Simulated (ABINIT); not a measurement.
# Tellurium (P3_121, 3 atoms a cell): G0W0 in ABINIT against the wavefunction cutoff in GW

Aim: move the wavefunction cutoff in GW of a G0W0 run on Tellurium (P3_121, 3 atoms a cell) over a wide range.

Main program and level: ABINIT 10.8.3; PBE and many-body steps on it, plane waves.

The database entry behind the starting cell differs from later determinations by our own check (inner coordinate of an old entry), so it need not match the best structure at ambient conditions.

**1. The starting structure**

The structure is trigonal, space group P3_121 (No. 152). The conventional cell has a = 4.454 Å, b = 4.454 Å, c = 5.924 Å, α = 90.00°, β = 90.00°, γ = 120.00°. Te has 2 Te at 2.86 Å nearest.

The cell and positions come from the Crystallography Open Database and are kept as given unless a step says otherwise. Spin-orbit coupling is left out unless a step names it.

**2. Screening, 3×3×2 mesh, 100 bands, screening to 130.6 eV**

This step: ABINIT 10.8.3; RPA screening on PBE, plane waves, norm-conserving pseudopotentials.

The RPA dielectric matrix is built and inverted for each q.

Input file run.abi:

```
acell 3*1.0 Angstrom
rprim 
  4.454000000025 -0.000000000006 0.000000000000
  -2.227000000008 3.857277148481 0.000000000000
  0.000000000000 0.000000000000 5.924000000000
ntypat 1
znucl 52
natom 3
typat 1 1 1
xred 
  0.269000000000 0.000000000000 0.333333333333
  0.000000000000 0.269000000000 0.666666666667
  0.731000000000 0.731000000000 -0.000000000000
pp_dirpath "pseudos"
pseudos "Te.upf"
ecut 34
ngkpt 3 3 2
nshiftk 1
shiftk 0 0 0
kptopt 1
chksymbreak 0
istwfk *1
occopt 1
irdwfk 1
optdriver 3
nband 100
ecuteps 4.8
inclvkb 2
awtr 1
symchi 1
ecutwfn 10.2
indata_prefix "in"
outdata_prefix "out"
tmpdata_prefix "tmp"
```

On the command line:

```console
OMP_NUM_THREADS=1 mpirun -n 4 abinit run.abi > log
```

The program printed:

```text
.Version 10.8.3 of ABINIT. v10.8.2 released Aug 2026.

 Symmetries : space group P3_1 2 1 (#152); Bravais hP (primitive hexag.)
[... echo of the input left out ...]
== DATASET  1 ==================================================================
-   mpi_nproc: 4, omp_nthreads: 1 (-1 if OMP is not activated)

--- !DatasetInfo
iteration_state: {dtset: 1, }
dimensions: {natom: 3, nkpt: 6, mband: 100, nsppol: 1, nspinor: 1, nspden: 1, mpw: 1086, }
cutoff_energies: {ecut:  10.2, pawecutdg:  -1.0, }
electrons: {nelect:   4.80000000E+01, charge:   0.00000000E+00, occopt:   1.00000000E+00, tsmear:   1.00000000E-02, }

 SCREENING: Calculation of the susceptibility and dielectric matrices

 Based on a program developped by R.W. Godby, V. Olevano, G. Onida, and L. Reining.
 Incorporated in ABINIT by V. Olevano, G.-M. Rignanese, and M. Torrent.
.Using double precision arithmetic ; gwpc =  8

[... cell and pseudopotentials left out ...]
--------------------------------------------------------------------------------

 ==== K-mesh for the wavefunctions ====
 Number of points in the irreducible wedge :     6
[... list of points left out ...]
 Together with  6 symmetry operations and time-reversal symmetry
 yields    18 points in the full Brillouin Zone.

 ==== Q-mesh for the screening function ====
 Number of points in the irreducible wedge :     6
[... list of points left out ...]
 Together with  6 symmetry operations and time-reversal symmetry
 yields    18 points in the full Brillouin Zone.

 setmesh: FFT mesh size selected  =    18x   18x   27
          total number of points  =         8748

 vcoul_init : cutoff-mode = AUXILIARY_FUNCTION
 q-points for optical limit:   1
     1)      0.000010    0.000020    0.000030

- screening: taking advantage of time-reversal symmetry
- Maximum band index for partially occupied states nbvw = 24
- Remaining bands to be divided among processors   nbcw = 76
- Number of bands treated by each node ~19

 Number of electrons calculated from density =   44.7444; Expected =   48.0000
 average of density, n =  0.065147
 r_s =    1.5417
 omega_plasma =   24.6209 [eV]

 calculating chi0 at frequencies [eV] :
  1    0.000000E+00    0.000000E+00
  2    0.000000E+00    2.462089E+01

--------------------------------------------------------------------------------
  q-point number  1        q = ( 0.000000, 0.000000, 0.000000) [r.l.u.]
--------------------------------------------------------------------------------
[... chi0 elements left out ...]
 For q-point:  0.000010 0.000020 0.000030
  dielectric constant =   1.64837E+03
  dielectric constant without local fields =   2.09907E+03

  Average fulfillment of the sum rule on Im[epsilon] for q-point    1 :     56.98  [%]
[... wings left out ...]
  q-point number  2        q = ( 0.333333, 0.000000, 0.000000) [r.l.u.]
--------------------------------------------------------------------------------
[... chi0 elements left out ...]
  Average fulfillment of the sum rule on Im[epsilon] for q-point    2 :     70.97  [%]

 [... 4 further q-points ...]
```

It took 14 s on 4 MPI ranks of Arm Neoverse V1, shared host; peak memory 0.4 GiB; 56 s of CPU time.

This step gave:

```
ε∞ with local fields, on this mesh, along the program's q direction : 1648
the same without local fields                                       : 2099
plasma frequency                                                    : 24.62 eV
plane waves in the screening matrix                                 : 329
```

Local fields lower ε∞ by 21 %. The value itself is an artefact of the mesh, where one narrow direct gap carries too much weight.

**3. 10.2 Ha**

This step: G0W0 on PBE, plane waves, norm-conserving pseudopotentials.

Changes to run.abi since step 2:

```diff
@@ -24,8 +24,17 @@
 irdwfk 1
-optdriver 3
+optdriver 4
 nband 100
+gwcalctyp 0
+ecutsigx 10.2
+symsigma 1
+nkptgw 2
+kptgw 
+  0.3333333333 0.3333333333 0.5000000000
+  0.0000000000 0.0000000000 0.0000000000
+bdgw 
+  23 27
+  22 26
 ecuteps 4.8
-inclvkb 2
-awtr 1
-symchi 1
+irdscr 1
+ppmodel 1
 ecutwfn 10.2
```

The program printed:

```text
.Version 10.8.3 of ABINIT. v10.8.2 released Aug 2026.

 Symmetries : space group P3_1 2 1 (#152); Bravais hP (primitive hexag.)
[... echo of the input left out ...]
== DATASET  1 ==================================================================
-   mpi_nproc: 4, omp_nthreads: 1 (-1 if OMP is not activated)

--- !DatasetInfo
iteration_state: {dtset: 1, }
dimensions: {natom: 3, nkpt: 6, mband: 100, nsppol: 1, nspinor: 1, nspden: 1, mpw: 1086, }
cutoff_energies: {ecut:  10.2, pawecutdg:  -1.0, }
electrons: {nelect:   4.80000000E+01, charge:   0.00000000E+00, occopt:   1.00000000E+00, tsmear:   1.00000000E-02, }

 SIGMA: Calculation of the GW corrections

 Based on a program developped by R.W. Godby, V. Olevano, G. Onida, and L. Reining.
 Incorporated in ABINIT by V. Olevano, G.-M. Rignanese, and M. Torrent.
.Using double precision arithmetic ; gwpc =  8

[... cell and pseudopotentials left out ...]
--------------------------------------------------------------------------------

 ==== K-mesh for the wavefunctions ====
 Number of points in the irreducible wedge :     6
[... list of points left out ...]
 Together with  6 symmetry operations and time-reversal symmetry
 yields    18 points in the full Brillouin Zone.

 ==== Q-mesh for screening function ====
 Number of points in the irreducible wedge :     6
[... list of points left out ...]
 Together with  6 symmetry operations and time-reversal symmetry
 yields    18 points in the full Brillouin Zone.

 vcoul_init : cutoff-mode = AUXILIARY_FUNCTION
 q-points for optical limit:   1
     1)      0.000010    0.000020    0.000030
 setmesh: FFT mesh size selected  =    24x   24x   36
          total number of points  =        20736

 Number of electrons calculated from density =   44.7444; Expected =   48.0000
 average of density, n =  0.065147
 r_s =    1.5417
 omega_plasma =   24.6209 [eV]

 === KS Band Gaps ===
  >>>> For spin  1
   Minimum direct gap =   0.1738 [eV], located at k-point      :   0.3333  0.3333  0.5000
   Fundamental gap    =   0.1738 [eV], Top of valence bands at :   0.3333  0.3333  0.5000
                                       Bottom of conduction at :   0.3333  0.3333  0.5000
 SIGMA fundamental parameters:
 PLASMON POLE MODEL  1
 number of plane-waves for SigmaX                 1037
 number of plane-waves for SigmaC and W            329
 number of plane-waves for wavefunctions          1037
 number of bands                                   100
 number of independent spin polarizations            1
 number of spinorial components                      1
 number of k-points in IBZ                           6
 number of q-points in IBZ                           6
 number of symmetry operations                       6
 number of k-points in BZ                           18
 number of q-points in BZ                           18
 number of frequencies for dSigma/dE                 9
 frequency step for dSigma/dE [eV]                0.25
 number of omega for Sigma on real axis              0
 max omega for Sigma on real axis  [eV]           0.00
 zcut for avoiding poles [eV]                     0.10

 EPSILON^-1 parameters (SCR file):
 dimension of the eps^-1 matrix on file            329
 dimension of the eps^-1 matrix used               329
 number of plane-waves for wavefunctions          1037
 number of bands                                   100
 number of q-points in IBZ                           6
 number of frequencies                               2
 number of real frequencies                          1
 number of imag frequencies                          1

 matrix elements of self-energy operator (all in [eV])

 Perturbative Calculation

--- !SelfEnergy_ee
iteration_state: {dtset: 1, }
kpoint     : [   0.333,    0.333,    0.500, ]
spin       : 1
KS_gap     :    0.174
QP_gap     :    0.511
Delta_QP_KS:    0.337
data: !SigmaeeData |
     Band     E0 <VxcDFT>   SigX SigC(E0)      Z dSigC/dE  Sig(E)    E-E0       E
       23   4.683 -12.514 -14.503   1.505   0.784  -0.276 -12.893  -0.379   4.304
       24   4.683 -12.514 -14.503   1.505   0.784  -0.276 -12.893  -0.379   4.304
       25   4.857 -12.041  -9.367  -2.727   0.787  -0.271 -12.083  -0.042   4.815
       26   6.003 -11.897  -9.085  -2.914   0.786  -0.272 -11.978  -0.080   5.923
       27   6.003 -11.897  -9.085  -2.914   0.786  -0.272 -11.978  -0.080   5.923

--- !SelfEnergy_ee
iteration_state: {dtset: 1, }
kpoint     : [   0.000,    0.000,    0.000, ]
spin       : 1
KS_gap     :    1.861
QP_gap     :    2.175
Delta_QP_KS:    0.314
data: !SigmaeeData |
     Band     E0 <VxcDFT>   SigX SigC(E0)      Z dSigC/dE  Sig(E)    E-E0       E
       22   3.007 -11.594 -14.293   2.197   0.776  -0.289 -11.983  -0.389   2.618
       23   3.007 -11.594 -14.293   2.197   0.776  -0.289 -11.983  -0.389   2.618
       24   3.836 -11.825 -14.477   2.086   0.778  -0.285 -12.266  -0.441   3.395
       25   5.696 -12.258  -9.641  -2.779   0.782  -0.279 -12.384  -0.127   5.570
       26   5.696 -12.258  -9.641  -2.779   0.782  -0.279 -12.384  -0.127   5.570

== END DATASET(S) ==============================================================
================================================================================

 -outvars: echo values of variables after computation  --------
           etotal      0.0000000000E+00
            nband         100
             nkpt           6
          spgroup         152
 [... the other variables as echoed above ...]

 Calculation completed.
```

Elapsed: 11 s, on 4 MPI ranks; peak memory 0.49 GiB.

This step gave:

| Property | Result |
| --- | --- |
| G0W0 gap on the points computed | 0.5110 eV |
| starting gap on the mesh | 0.1739 eV |
| k of the valence top | 0.3333, 0.3333, 0.5 |
| k of the conduction bottom | 0.3333, 0.3333, 0.5 |
| Z at the valence top | 0.784 |
| Z at the conduction bottom | 0.787 |
| least direct G0W0 gap on the computed points | 0.5110 eV |

**4. Screening, 3×3×2 mesh, 100 bands, screening to 130.6 eV**

This step: RPA screening on PBE, plane waves, norm-conserving pseudopotentials.

Changes to run.abi since step 3:

```diff
@@ -24,18 +24,9 @@
 irdwfk 1
-optdriver 4
+optdriver 3
 nband 100
-gwcalctyp 0
-ecutsigx 10.2
-symsigma 1
-nkptgw 2
-kptgw 
-  0.3333333333 0.3333333333 0.5000000000
-  0.0000000000 0.0000000000 0.0000000000
-bdgw 
-  23 27
-  22 26
 ecuteps 4.8
-irdscr 1
-ppmodel 1
-ecutwfn 10.2
+inclvkb 2
+awtr 1
+symchi 1
+ecutwfn 17
 indata_prefix "in"
```

The program printed:

```text
.Version 10.8.3 of ABINIT. v10.8.2 released Aug 2026.

 Symmetries : space group P3_1 2 1 (#152); Bravais hP (primitive hexag.)
[... echo of the input left out ...]
== DATASET  1 ==================================================================
-   mpi_nproc: 4, omp_nthreads: 1 (-1 if OMP is not activated)

--- !DatasetInfo
iteration_state: {dtset: 1, }
dimensions: {natom: 3, nkpt: 6, mband: 100, nsppol: 1, nspinor: 1, nspden: 1, mpw: 2336, }
cutoff_energies: {ecut:  17.0, pawecutdg:  -1.0, }
electrons: {nelect:   4.80000000E+01, charge:   0.00000000E+00, occopt:   1.00000000E+00, tsmear:   1.00000000E-02, }

 SCREENING: Calculation of the susceptibility and dielectric matrices

 Based on a program developped by R.W. Godby, V. Olevano, G. Onida, and L. Reining.
 Incorporated in ABINIT by V. Olevano, G.-M. Rignanese, and M. Torrent.
.Using double precision arithmetic ; gwpc =  8

[... cell and pseudopotentials left out ...]
--------------------------------------------------------------------------------

 ==== K-mesh for the wavefunctions ====
 Number of points in the irreducible wedge :     6
[... list of points left out ...]
 Together with  6 symmetry operations and time-reversal symmetry
 yields    18 points in the full Brillouin Zone.

 ==== Q-mesh for the screening function ====
 Number of points in the irreducible wedge :     6
[... list of points left out ...]
 Together with  6 symmetry operations and time-reversal symmetry
 yields    18 points in the full Brillouin Zone.

 setmesh: FFT mesh size selected  =    24x   24x   36
          total number of points  =        20736

 vcoul_init : cutoff-mode = AUXILIARY_FUNCTION
 q-points for optical limit:   1
     1)      0.000010    0.000020    0.000030

- screening: taking advantage of time-reversal symmetry
- Maximum band index for partially occupied states nbvw = 24
- Remaining bands to be divided among processors   nbcw = 76
- Number of bands treated by each node ~19

 Number of electrons calculated from density =   47.6701; Expected =   48.0000
 average of density, n =  0.069407
 r_s =    1.5095
 omega_plasma =   25.4131 [eV]

 calculating chi0 at frequencies [eV] :
  1    0.000000E+00    0.000000E+00
  2    0.000000E+00    2.541308E+01

--------------------------------------------------------------------------------
  q-point number  1        q = ( 0.000000, 0.000000, 0.000000) [r.l.u.]
--------------------------------------------------------------------------------
[... chi0 elements left out ...]
 For q-point:  0.000010 0.000020 0.000030
  dielectric constant =   1.64769E+03
  dielectric constant without local fields =   2.09744E+03

  Average fulfillment of the sum rule on Im[epsilon] for q-point    1 :     54.28  [%]
[... wings left out ...]
  q-point number  2        q = ( 0.333333, 0.000000, 0.000000) [r.l.u.]
--------------------------------------------------------------------------------
[... chi0 elements left out ...]
  Average fulfillment of the sum rule on Im[epsilon] for q-point    2 :     62.26  [%]

 [... 4 further q-points ...]
```

It took 21 s on 4 MPI ranks; peak memory 0.64 GiB.

This step gave:

| Property | Result |
| --- | --- |
| ε∞ with local fields, on this mesh, along the program's q direction | 1648 |
| the same without local fields | 2097 |
| plasma frequency | 25.41 eV |
| plane waves in the screening matrix | 329 |

**5. 17 Ha**

The self-energy is evaluated for the states that the input lists, and the levels follow from it, in one-shot runs by the linearised quasiparticle equation.

This step: G0W0 on PBE, plane waves, norm-conserving pseudopotentials.

Changes to run.abi since step 4:

```diff
@@ -24,8 +24,17 @@
 irdwfk 1
-optdriver 3
+optdriver 4
 nband 100
+gwcalctyp 0
+ecutsigx 17
+symsigma 1
+nkptgw 2
+kptgw 
+  0.3333333333 0.3333333333 0.5000000000
+  0.0000000000 0.0000000000 0.0000000000
+bdgw 
+  23 27
+  22 26
 ecuteps 4.8
-inclvkb 2
-awtr 1
-symchi 1
+irdscr 1
+ppmodel 1
 ecutwfn 17
```

The program printed:

```text
.Version 10.8.3 of ABINIT. v10.8.2 released Aug 2026.

 Symmetries : space group P3_1 2 1 (#152); Bravais hP (primitive hexag.)
[... echo of the input left out ...]
== DATASET  1 ==================================================================
-   mpi_nproc: 4, omp_nthreads: 1 (-1 if OMP is not activated)

--- !DatasetInfo
iteration_state: {dtset: 1, }
dimensions: {natom: 3, nkpt: 6, mband: 100, nsppol: 1, nspinor: 1, nspden: 1, mpw: 2336, }
cutoff_energies: {ecut:  17.0, pawecutdg:  -1.0, }
electrons: {nelect:   4.80000000E+01, charge:   0.00000000E+00, occopt:   1.00000000E+00, tsmear:   1.00000000E-02, }

 SIGMA: Calculation of the GW corrections

 Based on a program developped by R.W. Godby, V. Olevano, G. Onida, and L. Reining.
 Incorporated in ABINIT by V. Olevano, G.-M. Rignanese, and M. Torrent.
.Using double precision arithmetic ; gwpc =  8

[... cell and pseudopotentials left out ...]
--------------------------------------------------------------------------------

 ==== K-mesh for the wavefunctions ====
 Number of points in the irreducible wedge :     6
[... list of points left out ...]
 Together with  6 symmetry operations and time-reversal symmetry
 yields    18 points in the full Brillouin Zone.

 ==== Q-mesh for screening function ====
 Number of points in the irreducible wedge :     6
[... list of points left out ...]
 Together with  6 symmetry operations and time-reversal symmetry
 yields    18 points in the full Brillouin Zone.

 vcoul_init : cutoff-mode = AUXILIARY_FUNCTION
 q-points for optical limit:   1
     1)      0.000010    0.000020    0.000030
 setmesh: FFT mesh size selected  =    27x   27x   45
          total number of points  =        32805

 Number of electrons calculated from density =   47.6701; Expected =   48.0000
[...]
number of omega for Sigma on real axis              0
 max omega for Sigma on real axis  [eV]           0.00
 zcut for avoiding poles [eV]                     0.10

 EPSILON^-1 parameters (SCR file):
 dimension of the eps^-1 matrix on file            329
 dimension of the eps^-1 matrix used               329
 number of plane-waves for wavefunctions          2247
 number of bands                                   100
 number of q-points in IBZ                           6
 number of frequencies                               2
 number of real frequencies                          1
 number of imag frequencies                          1

 matrix elements of self-energy operator (all in [eV])

 Perturbative Calculation

--- !SelfEnergy_ee
iteration_state: {dtset: 1, }
kpoint     : [   0.333,    0.333,    0.500, ]
spin       : 1
KS_gap     :    0.174
QP_gap     :    0.482
Delta_QP_KS:    0.308
data: !SigmaeeData |
     Band     E0 <VxcDFT>   SigX SigC(E0)      Z dSigC/dE  Sig(E)    E-E0       E
       23   4.683 -12.353 -14.438   1.498   0.784  -0.275 -12.813  -0.461   4.222
       24   4.683 -12.353 -14.438   1.498   0.784  -0.275 -12.813  -0.461   4.222
       25   4.857 -11.858  -9.304  -2.748   0.787  -0.271 -12.011  -0.153   4.704
[...]
--- !SelfEnergy_ee
iteration_state: {dtset: 1, }
kpoint     : [   0.000,    0.000,    0.000, ]
spin       : 1
KS_gap     :    1.861
QP_gap     :    2.163
Delta_QP_KS:    0.302
data: !SigmaeeData |
     Band     E0 <VxcDFT>   SigX SigC(E0)      Z dSigC/dE  Sig(E)    E-E0       E
[...]
25   5.696 -12.099  -9.579  -2.800   0.782  -0.279 -12.318  -0.219   5.477
       26   5.696 -12.099  -9.579  -2.800   0.782  -0.279 -12.318  -0.219   5.477

== END DATASET(S) ==============================================================
================================================================================

 -outvars: echo values of variables after computation  --------
           etotal      0.0000000000E+00
            nband         100
             nkpt           6
          spgroup         152
 [... the other variables as echoed above ...]

 Calculation completed.
```

Wall time 11 s (4 MPI ranks); peak memory 0.63 GiB.

Numbers from this step:

| Property | Result |
| --- | --- |
| G0W0 gap on the points computed | 0.4820 eV |
| starting gap on the mesh | 0.1739 eV |
| k of the valence top | 0.3333, 0.3333, 0.5 |
| k of the conduction bottom | 0.3333, 0.3333, 0.5 |
| Z at the valence top | 0.784 |
| Z at the conduction bottom | 0.787 |
| least direct G0W0 gap on the computed points | 0.4820 eV |

The gap on the mesh goes from 0.17 eV to 0.48 eV, a correction of +0.31 eV.

[end of part 1 of 2]

[Paths, hosts, dates, memory and timing lines, banners, echoed tables and standing remarks are left out of the program output.]

[Logs are printed without paths, hosts, clocks, repeated set-up lines and the standing remarks that a program may print on its own settings, such as how far it seeks lower states.]

[Runs of the session that timed out or met a known fault of the program may be left out.]

[Hosts, paths, dates, database ids (printed as entryN), source tags and the programs' standing remarks are cut or masked in the printed files.]

[G0W0 gaps are taken among the corrected bands and points alone; a level outside them can change the order at an edge.]

[Where Ansatz stands beside ABINIT at settings called matched, ABINIT's density can come from a denser mesh and the files from another edition; pairs whose starting gaps differed by over 0.03 eV were left out, so agreement reads better than it is.]
